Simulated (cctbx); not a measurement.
# Diagnosing a refinement

Cell a = 4.2760 Å, b = 4.2760 Å, c = 9.8130 Å, α = 90.00°, β = 90.00°, γ = 90.00°; space group P4/nmm (no. 129, origin choice 1). The compound is YbPt2Pb.

The data are simulated with cctbx, not measured: Cu Kα, λ = 1.54184 Å, to d = 0.8 Å, 70 % of the full sphere, strongest reflection 40000 counts, noise from counting, a 4 % proportional error and a noise floor of 15 counts (s.d.); no absorption.

An anisotropic refinement with weights 1/σ² prints:

```text
Rint 0.034, 140 unique reflections to 0.80 A
cycle     R1     wR2    GooF  max shift (A)
   1  0.0451  0.1111   4.976   0.00031
   2  0.0143  0.0416   1.864   0.00000
final R1 0.0143 wR2 0.0416 GooF 1.864  parameters 10  data/parameter 14.0
atom        x        y        z      Ueq    occ   su(xyz)  su(Uiso or U11)
Pb1    0.50000  0.50000  0.00000   0.0039  1.000  0.00000  0.0003
Pt1    0.50000  0.50000  0.50000   0.0052  1.000  0.00000  0.0003
Pt2    0.50000  0.00000  0.18576   0.0057  1.000  0.00008  0.0003
Yb1    0.50000  0.00000  0.75451   0.0101  1.000  0.00008  0.0004
difference map: max 1.85 min -2.73 rms 0.40
Q1    0.0000  0.5000  0.6748    2    1.86  1.37 A from Pt2
Q2    0.0000  0.5000  0.8718    2    1.55  0.57 A from Pt2
Q3    0.0000  0.0000  0.0000    2    1.42  0.00 A from Pb1
Q4    0.0000  0.5000  0.5277    2    1.35  2.16 A from Pt1
Q5    0.0000  0.1923  0.4957    8    0.80  0.82 A from Pt1
Q6    0.1576  0.3424  0.2917    8    0.80  1.06 A from Yb1
```

Q: Accept it or mend it, and why?

Mend it. The fault: anomalous dispersion left out. Against the right model at the same level, R1 goes from 0.0100 to 0.0143 and GooF from 0.96 to 1.86, U of Yb1 swells from 0.0039 to 0.0101 Å² and a hole of -2.7 e/Å³ opens. No atom is wrong: without f′ and f″ the atoms near an edge get the wrong scattering power, which U and the scale absorb. The signs are weak, and the output alone doesn't single this fault out.

The compound is YbPt2Pb. The right model at the same level gives:

```text
Rint 0.034, 140 unique reflections to 0.80 A
cycle     R1     wR2    GooF  max shift (A)
   1  0.0104  0.0223   0.999   0.00016
   2  0.0100  0.0214   0.957   0.00000
final R1 0.0100 wR2 0.0214 GooF 0.957  parameters 10  data/parameter 14.0
atom        x        y        z      Ueq    occ   su(xyz)  su(Uiso or U11)
Pb1    0.50000  0.50000  0.00000   0.0035  1.000  0.00000  0.0002
Pt1    0.50000  0.50000  0.50000   0.0039  1.000  0.00000  0.0002
Pt2    0.50000  0.00000  0.18571   0.0043  1.000  0.00004  0.0002
Yb1    0.50000  0.00000  0.75453   0.0039  1.000  0.00004  0.0002
difference map: max 1.77 min -0.80 rms 0.25
Q1    0.0000  0.5000  0.6687    2    1.81  1.43 A from Pt2
Q2    0.0000  0.5000  0.5205    2    1.27  2.15 A from Pt1
Q3    0.0000  0.5000  0.3137    2    1.06  0.67 A from Yb1
Q4    0.0000  0.5000  0.8039    2    1.02  0.10 A from Pt2
Q5    0.0000  0.0000  0.1265    4    0.85  1.24 A from Pb1
Q6    0.0000  0.5000  0.8779    2    0.73  0.62 A from Pt2
```

The model is made up (kin elements in a known structure type, no relaxation), so it says nothing on whether the phase exists.

[Middle refinement cycles are left out of these outputs.]

[Logs are printed without paths, hosts, clocks, repeated set-up lines and the standing remarks that a program may print on its own settings, such as how far it seeks lower states.]
